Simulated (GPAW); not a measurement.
Consider wurtzite (GaN)1-x(AlN)x, x = 0.125.

```cif
data_structure
_symmetry_space_group_name_H-M 'P 1'
_symmetry_Int_Tables_number 1
_cell_length_a 6.3587
_cell_length_b 5.5068
_cell_length_c 5.1596
_cell_angle_alpha 90.000
_cell_angle_beta 90.000
_cell_angle_gamma 90.000
_cell_volume 180.67
loop_
_atom_site_label
_atom_site_type_symbol
_atom_site_fract_x
_atom_site_fract_y
_atom_site_fract_z
_atom_site_occupancy
Ga1 Ga 0.99891 0.00405 0.99996 1
N2 N 0.99902 0.33344 0.13869 1
Al3 Al 0.99887 0.33228 0.50086 1
N4 N 0.99911 0.01191 0.62020 1
Ga5 Ga 0.24667 0.49820 0.00039 1
N6 N 0.24769 0.83260 0.12201 1
Ga7 Ga 0.24626 0.83140 0.50163 1
N8 N 0.23989 0.49323 0.62029 1
Ga9 Ga 0.49858 0.00011 0.00136 1
N10 N 0.49955 0.33516 0.12226 1
Ga11 Ga 0.49915 0.33407 0.50201 1
N12 N 0.49876 0.99736 0.62270 1
Ga13 Ga 0.75211 0.49930 0.00012 1
N14 N 0.74965 0.83344 0.12200 1
Ga15 Ga 0.75169 0.83224 0.50145 1
N16 N 0.75809 0.49402 0.61991 1
```

Absorber: atom 2, with 1 Al at 1.87 Å and 3 Ga at 1.95 Å (distorted tetrahedral). Method: GPAW, revPBE, excited-electron core hole (neutral cell), 16-atom cell with 5.2 Å between holes, 4×4×5 k points, dipole transitions, Gaussian full width 0.9 eV up to 4 eV, rising linearly to 3.5 eV at 25 eV.

Where do the maxima of the N K edge fall?

Main maxima up to 24 eV above the zero (height): 5.4 eV (2.82), 8.2 eV (1.61) and 22.1 eV (1.05). A K edge sees empty p states on the absorber. The total-energy difference is 406.92 eV. One term is added: -7.82 eV, since the hole is spin-paired here and a spin-polarised one costs that much less in the free atom (computed apart). The photon energy is then 399.10 eV. The functional leaves an error of a few eV in such absolute values.

The N K spectrum (energy from the bottom of the conduction band, which holds the excited electron; intensity scaled to a mean of 1 over the first 20 eV):

```tsv
E (eV)	isotropic	ε ∥ x	ε ∥ y	ε ∥ z
-2.0	0.00	0.00	0.00	0.00
-1.4	0.00	0.00	0.00	0.00
-0.8	0.00	0.00	0.00	0.00
-0.2	0.00	0.00	0.00	0.00
0.4	0.02	0.03	0.01	0.03
1.0	0.10	0.11	0.09	0.11
1.6	0.26	0.27	0.20	0.32
2.2	0.71	0.77	0.52	0.84
2.8	1.44	1.56	1.53	1.22
3.4	1.76	2.12	2.00	1.17
4.0	1.91	2.24	2.27	1.22
4.6	2.07	2.24	2.79	1.17
5.2	2.74	3.18	3.44	1.59
5.8	2.58	3.11	2.87	1.75
6.4	1.88	2.10	1.98	1.54
7.0	1.40	1.38	1.39	1.43
7.6	1.46	1.27	1.23	1.88
8.2	1.61	1.18	1.07	2.56
8.8	1.43	0.90	0.90	2.51
9.4	1.19	0.86	0.93	1.77
10.0	1.02	1.03	1.05	0.98
10.6	0.95	1.14	1.13	0.57
11.2	0.88	1.10	1.09	0.45
11.8	0.74	0.90	0.89	0.43
12.4	0.57	0.64	0.63	0.44
13.0	0.44	0.44	0.43	0.46
13.6	0.36	0.31	0.31	0.45
14.2	0.33	0.27	0.27	0.44
14.8	0.34	0.29	0.29	0.43
15.4	0.39	0.36	0.36	0.46
16.0	0.46	0.42	0.43	0.52
16.6	0.52	0.46	0.49	0.60
17.2	0.56	0.50	0.52	0.68
17.8	0.63	0.56	0.57	0.76
18.4	0.71	0.65	0.65	0.82
19.0	0.79	0.76	0.75	0.86
19.6	0.85	0.85	0.84	0.87
20.2	0.91	0.92	0.92	0.89
20.8	0.97	0.98	0.98	0.94
21.4	1.02	1.02	1.02	1.02
22.0	1.05	1.02	1.02	1.12
22.6	1.04	0.96	0.96	1.18
23.2	0.98	0.87	0.87	1.19
23.8	0.90	0.78	0.78	1.14
24.4	0.83	0.70	0.72	1.06
25.0	0.78	0.66	0.68	0.99
```

The holes are only 5.2 Å apart, so the shape is probably not converged with cell size; no larger cell was run here. The mesh is coarse (0.29 Å⁻¹ between points), so small maxima may be mesh ripples.

[Banner, clock and machine lines of the logs are left out without a mark of their own.]

[Logs are printed without paths, hosts, clocks, repeated set-up lines and the standing remarks that a program may print on its own settings, such as how far it seeks lower states.]

[Hosts, paths, dates, database ids (printed as entryN), source tags and the programs' standing remarks are cut or masked in the printed files.]

[Lists of maxima count a maximum above −3 eV only where it reaches 4 % of the highest in the window and stands out from its surroundings by 2 % of it (1.5 % where it reaches 55 %); shoulders and weaker maxima are passed over, and of the rest the first, up to two pre-edge ones and the few strongest are named.]
